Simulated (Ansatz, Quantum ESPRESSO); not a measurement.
# Cl-CC-Cl chair, 1 layer: response to a perpendicular field, part 3 of 6

How does Cl-CC-Cl chair, 1 layer respond to a gate-like field without added charge?

Quantum ESPRESSO 7.5; plane-wave DFT, LDA, GBRV ultrasoft pseudopotentials; geometry and cross-check by Ansatz 0.2.0 with PAW datasets.

So far. Step 3 (SCF with pw.x: no field): The run needed 10 iterations to bring the estimated error under 1e-09 Ry; the largest force on any atom, held or free, is 0.45 eV/Å. Step 4 (Potential by pp.x): The vacuum is flat to 0.1 meV/Å, so its level is well defined. Inside the slab the curve depends on the local part of the pseudopotentials; only the vacuum level has a meaning of its own.

### Step 5. Bands along a path: no field

A bands run reads the converged density and follows the path given under K_POINTS.

The input, f0.bands.in:

```
&control
  prefix = 'f0.bands'
  outdir = './out'
  pseudo_dir = './pseudo'
  calculation = 'bands'
  tefield = .true.
  dipfield = .true.
/
&system
  ibrav = 0
  nat = 4
  ntyp = 2
  ecutwfc = 40
  ecutrho = 200
  occupations = 'smearing'
  smearing = 'fd'
  degauss = 0.004
  edir = 3
  emaxpos = 0.97
  eopreg = 0.04
  eamp = 0.0
  nbnd = 17
/
&electrons
  conv_thr = 1e-07
  mixing_beta = 0.4
  electron_maxstep = 120
  mixing_mode = 'local-TF'
/
ATOMIC_SPECIES
  Cl  35.4500  cl_lda_v1.4.uspp.F.UPF
  C   12.0110  c_lda_v1.2.uspp.F.UPF
CELL_PARAMETERS angstrom
  2.91237012967507 -0.00000000000000 0.00000000000000
  -1.45618506483753 2.52218651752159 -0.00000000000000
  0.00000000000000 0.00000000000000 21.06666666670000
ATOMIC_POSITIONS crystal
  Cl  0.666666666667 0.333333333333 0.404701050838
  C   0.666666666667 0.333333333333 0.487918350352
  C   0.333333333333 0.666666666667 0.512081630929
  Cl  0.333333333333 0.666666666667 0.595298967881
K_POINTS crystal_b
4
  0.0000000000 0.0000000000 0.0000000000 14
  0.5000000000 0.0000000000 0.0000000000 14
  0.3333333333 0.3333333333 0.0000000000 14
  0.0000000000 0.0000000000 0.0000000000 1
```

The run is started by

```bash
> cp -r out/f0.save out/f0.bands.save
> cp out/f0.xml out/f0.bands.xml
> OMP_NUM_THREADS=1 mpirun -n 2 pw.x -nk 2 -in f0.bands.in > f0.bands.out
```

Log:

```text
[banner, memory and clock lines left out]
Program PWSCF v.7.5 starts

          URL

     Presently no symmetry can be used with electric field

     Atomic positions and unit cell read from directory:
     ./out/f0.bands.save/

     G-vector sticks info

     bravais-lattice index     =            0
     lattice parameter (alat)  =       5.5036  a.u.
     unit-cell volume          =    1044.2782 (a.u.)^3
     number of atoms/cell      =            4
     number of atomic types    =            2
     number of electrons       =        22.00
     number of Kohn-Sham states=           17
     kinetic-energy cutoff     =      40.0000  Ry
     charge density cutoff     =     200.0000  Ry
     Exchange-correlation= SLA  PZ   NOGX NOGC
                           (   1   1   0   0   0   0   0)

     celldm(1)=   5.503582  celldm(2)=   0.000000  celldm(3)=   0.000000
     celldm(4)=   0.000000  celldm(5)=   0.000000  celldm(6)=   0.000000

     crystal axes: (cart. coord. in units of alat)
               a(1) = (   1.000000  -0.000000   0.000000 )
               a(2) = (  -0.500000   0.866025  -0.000000 )
               a(3) = (   0.000000   0.000000   7.233513 )

     reciprocal axes: (cart. coord. in units 2 pi/alat)
               b(1) = (  1.000000  0.577350 -0.000000 )
               b(2) = (  0.000000  1.154701 -0.000000 )
               b(3) = (  0.000000  0.000000  0.138245 )

     PseudoPot. # 1 for Cl read from file:
     ./pseudo/cl_lda_v1.4.uspp.F.UPF
     Pseudo is Ultrasoft + core correction, Zval =  7.0
     Generated by new atomic code, or converted to UPF format
     Using radial grid of  909 points,  6 beta functions with:
                l(1) =   0
                l(2) =   0
                l(3) =   1
                l(4) =   1
                l(5) =   2
                l(6) =   2
     Q(r) pseudized with  8 coefficients,  rinner =    1.300   1.300   1.300
                                                       1.300   1.300

     PseudoPot. # 2 for C  read from file:
     ./pseudo/c_lda_v1.2.uspp.F.UPF
     Pseudo is Ultrasoft + core correction, Zval =  4.0
     Generated by new atomic code, or converted to UPF format
     Using radial grid of  721 points,  4 beta functions with:
                l(1) =   0
                l(2) =   0
                l(3) =   1
                l(4) =   1
     Q(r) pseudized with  8 coefficients,  rinner =    1.100   1.100   1.100

     atomic species   valence    mass     pseudopotential
     Cl                7.00    35.45000     Cl( 1.00)
     C                 4.00    12.01100     C ( 1.00)

     No symmetry found

   Cartesian axes

     site n.     atom                  positions (alat units)
         1        Cl     tau(   1) = (   0.5000000   0.2886751   2.9274102  )
         2        C      tau(   2) = (   0.5000000   0.2886751   3.5293636  )
         3        C      tau(   3) = (  -0.0000000   0.5773503   3.7041490  )
         4        Cl     tau(   4) = (  -0.0000000   0.5773503   4.3061027  )

     number of k points=    43  Fermi-Dirac smearing, width (Ry)=  0.0040
                       cart. coord. in units 2pi/alat
        k(    1) = (   0.0000000   0.0000000   0.0000000), wk =   0.0465116
        k(    2) = (   0.0357143   0.0206197   0.0000000), wk =   0.0465116
        k(    3) = (   0.0714286   0.0412393   0.0000000), wk =   0.0465116
        k(    4) = (   0.1071429   0.0618590   0.0000000), wk =   0.0465116
        k(    5) = (   0.1428571   0.0824786   0.0000000), wk =   0.0465116
        k(    6) = (   0.1785714   0.1030983   0.0000000), wk =   0.0465116
        k(    7) = (   0.2142857   0.1237179   0.0000000), wk =   0.0465116
        k(    8) = (   0.2500000   0.1443376   0.0000000), wk =   0.0465116
        k(    9) = (   0.2857143   0.1649572   0.0000000), wk =   0.0465116
        k(   10) = (   0.3214286   0.1855769   0.0000000), wk =   0.0465116
        k(   11) = (   0.3571429   0.2061965   0.0000000), wk =   0.0465116
        k(   12) = (   0.3928571   0.2268162   0.0000000), wk =   0.0465116
        k(   13) = (   0.4285714   0.2474358   0.0000000), wk =   0.0465116
        k(   14) = (   0.4642857   0.2680555   0.0000000), wk =   0.0465116
        k(   15) = (   0.5000000   0.2886751   0.0000000), wk =   0.0465116
        k(   16) = (   0.4880952   0.3092948   0.0000000), wk =   0.0465116
        k(   17) = (   0.4761905   0.3299144   0.0000000), wk =   0.0465116
        k(   18) = (   0.4642857   0.3505341   0.0000000), wk =   0.0465116
        k(   19) = (   0.4523810   0.3711537   0.0000000), wk =   0.0465116
        k(   20) = (   0.4404762   0.3917734   0.0000000), wk =   0.0465116
        k(   21) = (   0.4285714   0.4123930   0.0000000), wk =   0.0465116
        k(   22) = (   0.4166667   0.4330127   0.0000000), wk =   0.0465116
        k(   23) = (   0.4047619   0.4536324   0.0000000), wk =   0.0465116
        k(   24) = (   0.3928571   0.4742520   0.0000000), wk =   0.0465116
        k(   25) = (   0.3809524   0.4948717   0.0000000), wk =   0.0465116
        k(   26) = (   0.3690476   0.5154913   0.0000000), wk =   0.0465116
        k(   27) = (   0.3571429   0.5361110   0.0000000), wk =   0.0465116
        k(   28) = (   0.3452381   0.5567306   0.0000000), wk =   0.0465116
        k(   29) = (   0.3333333   0.5773503   0.0000000), wk =   0.0465116
        k(   30) = (   0.3095238   0.5361110   0.0000000), wk =   0.0465116
        k(   31) = (   0.2857143   0.4948717   0.0000000), wk =   0.0465116
        k(   32) = (   0.2619048   0.4536324   0.0000000), wk =   0.0465116
        k(   33) = (   0.2380952   0.4123930   0.0000000), wk =   0.0465116
        k(   34) = (   0.2142857   0.3711537   0.0000000), wk =   0.0465116
        k(   35) = (   0.1904762   0.3299144   0.0000000), wk =   0.0465116
        k(   36) = (   0.1666667   0.2886751   0.0000000), wk =   0.0465116
        k(   37) = (   0.1428571   0.2474358   0.0000000), wk =   0.0465116
        k(   38) = (   0.1190476   0.2061965   0.0000000), wk =   0.0465116
        k(   39) = (   0.0952381   0.1649572   0.0000000), wk =   0.0465116
        k(   40) = (   0.0714286   0.1237179   0.0000000), wk =   0.0465116
        k(   41) = (   0.0476190   0.0824786   0.0000000), wk =   0.0465116
        k(   42) = (   0.0238095   0.0412393   0.0000000), wk =   0.0465116
        k(   43) = (   0.0000000   0.0000000   0.0000000), wk =   0.0465116

     Dense  grid:    49979 G-vectors     FFT dimensions: (  25,  25, 180)

     Smooth grid:    35561 G-vectors     FFT dimensions: (  24,  24, 162)

     The potential is recalculated from file :
     ./out/f0.bands.save/charge-density

     negative rho (up, down):  2.818E-02 0.000E+00

[...]
-3.1741  -1.9510  -0.8087   1.9300   2.5106   3.4617   5.3110   5.3114
     5.5662

          k = 0.2857 0.1650 0.0000 (  4470 PWs)   bands (ev):

   -18.8517 -17.6640 -13.8274  -9.6501  -7.9573  -6.4979  -5.8426  -4.2490
    -3.7410  -2.0785  -0.9469   1.8018   2.7474   3.5050   5.6497   5.7296
     5.8871

          k = 0.3214 0.1856 0.0000 (  4452 PWs)   bands (ev):

   -18.5916 -17.5017 -13.5935 -10.0458  -8.0268  -6.7050  -6.0285  -4.5792
    -4.2453  -2.1974  -1.0736   1.6954   2.9875   3.5154   5.9481   5.9589
     6.2514

          k = 0.3571 0.2062 0.0000 (  4442 PWs)   bands (ev):

   -18.3282 -17.3565 -13.3544 -10.5083  -8.0009  -6.9118  -6.1864  -4.8986
    -4.6391  -2.3020  -1.1837   1.6184   3.2095   3.5069   5.9100   6.1949
     6.6910

          k = 0.3929 0.2268 0.0000 (  4448 PWs)   bands (ev):

   -18.0765 -17.2413 -13.1180 -10.9608  -7.9580  -7.0892  -6.3128  -5.1979
    -4.9152  -2.3878  -1.2732   1.5698   3.3853   3.4994   5.7925   6.3852
     6.9725

          k = 0.4286 0.2474 0.0000 (  4420 PWs)   bands (ev):

   -17.8570 -17.1665 -12.8934 -11.3585  -7.9311  -7.2227  -6.4048  -5.4057
    -5.1252  -2.4513  -1.3392   1.5439   3.4528   3.5475   5.6907   6.5186
     7.1402

          k = 0.4643 0.2681 0.0000 (  4420 PWs)   bands (ev):

   -17.6989 -17.1328 -12.7024 -11.6608  -7.9199  -7.3102  -6.4607  -5.4929
    -5.2858  -2.4904  -1.3795   1.5329   3.4560   3.6070   5.6322   6.5969
     7.2422

          k = 0.5000 0.2887 0.0000 (  4428 PWs)   bands (ev):

   -17.6392 -17.1258 -12.6141 -11.7874  -7.9167  -7.3424  -6.4794  -5.4996
    -5.3601  -2.5036  -1.3931   1.5301   3.4563   3.6256   5.6144   6.6227
     7.2816

          k = 0.4881 0.3093 0.0000 (  4418 PWs)   bands (ev):

   -17.6352 -17.1239 -12.6094 -11.7835  -7.9177  -7.3378  -6.5095  -5.4929
    -5.3616  -2.5331  -1.4256   1.5776   3.4614   3.6302   5.6285   6.6049
     7.2966

          k = 0.4762 0.3299 0.0000 (  4404 PWs)   bands (ev):

   -17.6232 -17.1183 -12.5951 -11.7720  -7.9219  -7.3241  -6.5955  -5.4733
    -5.3660  -2.6192  -1.5206   1.7169   3.4763   3.6440   5.6627   6.5624
     7.3387

          k = 0.4643 0.3505 0.0000 (  4406 PWs)   bands (ev):

   -17.6034 -17.1093 -12.5715 -11.7533  -7.9334  -7.3017  -6.7244  -5.4412
    -5.3737  -2.7546  -1.6717   1.9386   3.5005   3.6670   5.6933   6.5225
     7.4020

          k = 0.4524 0.3712 0.0000 (  4414 PWs)   bands (ev):

   -17.5762 -17.0975 -12.5388 -11.7284  -7.9606  -7.2714  -6.8761  -5.3972
    -5.3849  -2.9290  -1.8696   2.2292   3.5327   3.7000   5.6891   6.5149
     7.4813

          k = 0.4405 0.3918 0.0000 (  4418 PWs)   bands (ev):

   -17.5421 -17.0836 -12.4971 -11.6987  -8.0168  -7.2344  -7.0244  -5.4002
    -5.3416  -3.1302  -2.1035   2.5718   3.5718   3.7452   5.6338   6.5485
     7.5746

          k = 0.4286 0.4124 0.0000 (  4420 PWs)   bands (ev):

   -17.5018 -17.0685 -12.4470 -11.6661  -8.1171  -7.1924  -7.1414  -5.4199
    -5.2746  -3.3462  -2.3626   2.9439   3.6164   3.8098   5.5374   6.6043
     7.6816

          k = 0.4167 0.4330 0.0000 (  4440 PWs)   bands (ev):

   -17.4560 -17.0535 -12.3888 -11.6334  -8.2661  -7.2111  -7.1476  -5.4441
    -5.1964  -3.5652  -2.6368   3.3052   3.6649   3.9190   5.4194   6.6559
     7.8028

          k = 0.4048 0.4536 0.0000 (  4440 PWs)   bands (ev):

   -17.4057 -17.0400 -12.3230 -11.6042  -8.4497  -7.2367  -7.1031  -5.4723
    -5.1073  -3.7763  -2.9167   3.5740   3.7152   4.1396   5.2959   6.6842
     7.9386

          k = 0.3929 0.4743 0.0000 (  4446 PWs)   bands (ev):

   -17.3523 -17.0297 -12.2500 -11.5834  -8.6447  -7.2313  -7.0626  -5.5032
    -5.0076  -3.9704  -3.1938   3.7145   3.7650   4.4916   5.1778   6.6789
     8.0891

          k = 0.3810 0.4949 0.0000 (  4458 PWs)   bands (ev):

   -17.2971 -17.0243 -12.1704 -11.5766  -8.8296  -7.2069  -7.0306  -5.5343
    -4.8982  -4.1394  -3.4602   3.7917   3.8112   4.8928   5.0733   6.6362
     8.2534

          k = 0.3690 0.5155 0.0000 (  4456 PWs)   bands (ev):

   -17.2416 -17.0259 -12.0846 -11.5902  -8.9873  -7.1720  -7.0115  -5.5619
    -4.7801  -4.2775  -3.7081   3.8430   3.8508   4.9885   5.2868   6.5570
     8.4297

          k = 0.3571 0.5361 0.0000 (  4462 PWs)   bands (ev):

   -17.1877 -17.0364 -11.9929 -11.6294  -9.1053  -7.1324  -7.0088  -5.5825
    -4.6563  -4.3805  -3.9290   3.8785   3.8807   4.9276   5.6425   6.4453
     8.6139

          k = 0.3452 0.5567 0.0000 (  4464 PWs)   bands (ev):

   -17.1372 -17.0580 -11.8952 -11.6970  -9.1767  -7.0921  -7.0235  -5.5944
    -4.5369  -4.4454  -4.1075   3.8991   3.8997   4.8924   5.9357   6.3069
     8.7968

          k = 0.3333 0.5774 0.0000 (  4446 PWs)   bands (ev):

   -17.0925 -17.0923 -11.7916 -11.7915  -9.1999  -7.0538  -7.0538  -5.5980
    -4.4704  -4.4703  -4.1913   3.9059   3.9060   4.8814   6.1478   6.1479
     8.9138

          k = 0.3095 0.5361 0.0000 (  4460 PWs)   bands (ev):

   -17.2054 -17.0275 -12.0416 -11.5639  -9.1186  -7.1451  -6.9858  -5.5863
    -4.5938  -4.4003  -3.9684   3.8702   3.8908   4.9139   5.7934   6.3065
     8.7944

          k = 0.2857 0.4949 0.0000 (  4438 PWs)   bands (ev):

   -17.3814 -17.0081 -12.3329 -11.3025  -8.9105  -7.2551  -6.9182  -5.5416
    -4.6712  -4.1907  -3.6187   3.7715   3.8414   4.9630   5.4518   6.1925
     8.4696

          k = 0.2619 0.4536 0.0000 (  4458 PWs)   bands (ev):

   -17.6161 -17.0435 -12.6344 -10.9979  -8.6194  -7.3769  -6.8229  -5.4252
    -4.6422  -3.8836  -3.2333   3.6265   3.7440   4.8281   5.3374   5.9383
     8.0669

          k = 0.2381 0.4124 0.0000 (  4452 PWs)   bands (ev):

   -17.8961 -17.1351 -12.9353 -10.6450  -8.2708  -7.5117  -6.6776  -5.1995
    -4.5330  -3.5192  -2.8262   3.4626   3.5801   4.4932   5.4805   5.6246
     7.6060

          k = 0.2143 0.3712 0.0000 (  4461 PWs)   bands (ev):

   -18.2033 -17.2752 -13.2329 -10.2519  -7.8781  -7.6443  -6.4824  -4.8526
    -4.3646  -3.1287  -2.4083   3.3055   3.3489   4.1420   5.2933   5.6848
     7.0240

          k = 0.1905 0.3299 0.0000 (  4473 PWs)   bands (ev):

   -18.5190 -17.4502 -13.5241  -9.8536  -7.7285  -7.4531  -6.2580  -4.3956
    -4.1424  -2.7368  -1.9916   3.0704   3.1728   3.8126   4.9668   5.8512
     6.3929

          k = 0.1667 0.2887 0.0000 (  4465 PWs)   bands (ev):

   -18.8268 -17.6440 -13.8031  -9.5280  -7.6773  -7.0178  -6.0269  -3.8610
    -3.8509  -2.3636  -1.5892   2.7723   3.0731   3.5104   4.6552   5.8305
     5.8468

          k = 0.1429 0.2474 0.0000 (  4473 PWs)   bands (ev):

   -19.1136 -17.8409 -14.0624  -9.3660  -7.3970  -6.6168  -5.7891  -3.5159
    -3.2468  -2.0235  -1.2150   2.4792   3.0095   3.2317   4.3610   5.3438
     5.5537

          k = 0.1190 0.2062 0.0000 (  4499 PWs)   bands (ev):

   -19.3694 -18.0275 -14.2945  -9.3600  -6.9007  -6.3165  -5.5125  -3.1126
    -2.6213  -1.7190  -0.8817   2.2084   2.9658   2.9806   4.0879   4.9326
     5.1844

          k = 0.0952 0.1650 0.0000 (  4505 PWs)   bands (ev):

   -19.5869 -18.1931 -14.4929  -9.4293  -6.2847  -6.1459  -5.1924  -2.6693
    -2.0455  -1.4193  -0.6004   1.9705   2.6918   2.9792   3.8467   4.5940
     4.7162

          k = 0.0714 0.1237 0.0000 (  4523 PWs)   bands (ev):

   -19.7607 -18.3296 -14.6523  -9.5156  -6.0651  -5.6379  -4.8849  -2.2171
    -1.6569  -1.0307  -0.3801   1.7688   2.3849   2.9851   3.6592   4.1920
     4.3252

          k = 0.0476 0.0825 0.0000 (  4537 PWs)   bands (ev):

   -19.8873 -18.4309 -14.7687  -9.5900  -6.0305  -5.0440  -4.6426  -1.8050
    -1.4790  -0.5832  -0.2270   1.5948   2.0590   2.9674   3.5530   3.8069
     4.1270

          k = 0.0238 0.0412 0.0000 (  4543 PWs)   bands (ev):

   -19.9641 -18.4933 -14.8397  -9.6388  -6.0175  -4.6058  -4.4912  -1.5038
    -1.4083  -0.2420  -0.1413   1.4336   1.8205   2.9238   3.5241   3.5912
     4.0041

          k = 0.0000 0.0000 0.0000 (  4533 PWs)   bands (ev):

   -19.9899 -18.5143 -14.8635  -9.6557  -6.0143  -4.4400  -4.4400  -1.3908
    -1.3908  -0.1150  -0.1150   1.3521   1.7450   2.8999   3.5238   3.5238
     3.9623

     XML data file, pseudopotentials, collected wavefunctions

                                        0.00s GPU  (    1271 calls)
[key lines of the parts left out:]
Dipole field          0.0000 Ry au,
```

It took 27 s on 2 MPI ranks of Arm Neoverse V2, shared host; peak memory 0.14 GiB.

Band numbers count within the set of bands kept for display. The electronic bands at the labelled points (eV, zero at the highest filled level of the SCF mesh; v1 is the highest filled band, c1 the lowest empty one):

```csv
point,v4,v3,v2,v1,c1,c2,c3,c4
Γ,-1.28,-1.28,0.00,0.00,1.47,1.86,3.01,3.64
halfway,-3.76,-3.06,-1.84,-0.69,2.05,2.63,3.58,5.43
M,-5.38,-5.25,-2.39,-1.28,1.65,3.57,3.74,5.73
halfway,-5.33,-5.08,-3.45,-2.52,3.42,3.78,4.03,5.53
K,-5.48,-4.36,-4.36,-4.08,4.02,4.02,5.00,6.26
halfway,-3.75,-3.74,-2.25,-1.47,2.89,3.19,3.63,4.77
Γ,-1.28,-1.28,0.00,0.00,1.47,1.86,3.01,3.64
```

Along this path the valence top lies at Γ and the conduction bottom at Γ.

### Step 6. SCF with pw.x: field 0.1 V/Å

eamp is the field in Hartree atomic units (1 a.u. = 51.42 V/Å). With dipfield on, it is the field in the vacuum beside an isolated sheet. The run starts from the density of the one before.

The input, f1.in:

```
&control
  prefix = 'f1'
  outdir = './out'
  pseudo_dir = './pseudo'
  calculation = 'scf'
  tprnfor = .true.
  tefield = .true.
  dipfield = .true.
/
&system
  ibrav = 0
  nat = 4
  ntyp = 2
  ecutwfc = 40
  ecutrho = 200
  occupations = 'smearing'
  smearing = 'fd'
  degauss = 0.004
  edir = 3
  emaxpos = 0.97
  eopreg = 0.04
  eamp = 0.00194469
/
&electrons
  conv_thr = 1e-09
  mixing_beta = 0.4
  electron_maxstep = 120
  mixing_mode = 'plain'
  startingpot = 'file'
/
ATOMIC_SPECIES
  Cl  35.4500  cl_lda_v1.4.uspp.F.UPF
  C   12.0110  c_lda_v1.2.uspp.F.UPF
CELL_PARAMETERS angstrom
  2.91237012967507 -0.00000000000000 0.00000000000000
  -1.45618506483753 2.52218651752159 -0.00000000000000
  0.00000000000000 0.00000000000000 21.06666666670000
ATOMIC_POSITIONS crystal
  Cl  0.666666666667 0.333333333333 0.404701050838
  C   0.666666666667 0.333333333333 0.487918350352
  C   0.333333333333 0.666666666667 0.512081630929
  Cl  0.333333333333 0.666666666667 0.595298967881
K_POINTS automatic
  12 12 1 0 0 0
```

The run is started by

```bash
> cp -r out/f0.save out/f1.save
> OMP_NUM_THREADS=1 mpirun -n 2 pw.x -nk 2 -in f1.in > f1.out
```

Log:

```text
[banner, memory and clock lines left out]
Program PWSCF v.7.5 starts
[...]
number of electrons       =        22.00
     number of Kohn-Sham states=           15
     kinetic-energy cutoff     =      40.0000  Ry
     charge density cutoff     =     200.0000  Ry
[...]
number of k points=    74  Fermi-Dirac smearing, width (Ry)=  0.0040
[...]
Dense  grid:    49979 G-vectors     FFT dimensions: (  25,  25, 180)
[...]
The initial density is read from file :
[...]
negative rho (up, down):  2.818E-02 0.000E+00
[...]
Starting wfcs are   16 randomized atomic wfcs
[...]
negative rho (up, down):  2.821E-02 0.000E+00
[...]
estimated scf accuracy    <       0.00365287 Ry
[...]
negative rho (up, down):  2.822E-02 0.000E+00
[...]
estimated scf accuracy    <       0.01425761 Ry
[...]
negative rho (up, down):  2.822E-02 0.000E+00
[...]
estimated scf accuracy    <       0.00001196 Ry
[...]
negative rho (up, down):  2.820E-02 0.000E+00
[...]
estimated scf accuracy    <       0.00000268 Ry
[...]
negative rho (up, down):  2.819E-02 0.000E+00
[...]
estimated scf accuracy    <       0.00000011 Ry
[...]
negative rho (up, down):  2.819E-02 0.000E+00
[...]
estimated scf accuracy    <       0.00000002 Ry
[...]
negative rho (up, down):  2.818E-02 0.000E+00
[...]
estimated scf accuracy    <          3.2E-09 Ry
[...]
negative rho (up, down):  2.818E-02 0.000E+00
[...]
estimated scf accuracy    <          1.4E-09 Ry
[...]
negative rho (up, down):  2.818E-02 0.000E+00
[...]
Computed dipole along edir(3) :
        Dipole                0.0420 Ry au,          0.1067 Debye
        Dipole field          0.0005 Ry au,
        E field amplitude [Ha a.u.]:  1.9447E-03
        Potential amp.        0.1100 Ry
        Total length         38.2178 bohr
[...]
the Fermi energy is     0.6547 ev
!    total energy              =     -89.43787001 Ry
     estimated scf accuracy    <          7.3E-11 Ry
     smearing contrib. (-TS)   =      -0.00000000 Ry
     internal energy E=F+TS    =     -89.43787000 Ry
[...]
one-electron contribution =    -802.72539671 Ry
     hartree contribution      =     406.78108912 Ry
     xc contribution           =     -25.79703219 Ry
     ewald contribution        =     332.30361178 Ry
     electric field correction =      -0.00014201 Ry
     convergence has been achieved in   9 iterations
     negative rho (up, down):  2.818E-02 0.000E+00
[...]
Total force =     0.024917     Total SCF correction =     0.000029
[...]
```

Elapsed: 51 s, on 2 MPI ranks; peak memory 0.25 GiB.

This step gave:

* free energy: -1216.8642 eV
* Fermi energy: 0.6547 eV
* dipole along the normal: 0.02221 e·Å
* valence top, on the run's zero: -0.09942 eV
* conduction bottom, on the run's zero: 1.366 eV
* gap by band count: 1.466 eV

The dipole goes from 0.0000 to 0.0222 e Å, 0.2219 e Å per V/Å.

### Step 7. Potential by pp.x

The input, f1.pot.in:

```
&inputpp
  prefix = 'f1'
  outdir = './out'
  filplot = 'f1.pot.dat'
  plot_num = 11
/
```

The run is started by

```bash
> OMP_NUM_THREADS=1 mpirun -n 2 pp.x -in f1.pot.in > f1.pot.out
```

Wall time 0.89 s (2 MPI ranks); peak memory 0.11 GiB.

This step gave:

```
slope of the potential above                                          : 0.1000 eV/Å
upper vacuum line continued to the top atoms, over the valence top    : 4.080 eV
slope of the potential below                                          : 0.09998 eV/Å
lower vacuum line continued to the bottom atoms, over the valence top : 4.225 eV
```

The slope in the vacuum is 0.100 eV/Å for an applied 0.10 V/Å, as it should be.

(Part 3 of 6 ends here.)

[Logs are printed without paths, hosts, clocks, repeated set-up lines and the standing remarks that a program may print on its own settings, such as how far it seeks lower states.]

[Hosts, paths, dates, database ids (printed as entryN), source tags and the programs' standing remarks are cut or masked in the printed files.]

[Maps of the electrostatic potential energy from Ansatz leave out the sawtooth potential of an applied field or a dipole correction, so their vacuum need not be flat; planar profiles and work functions include it.]
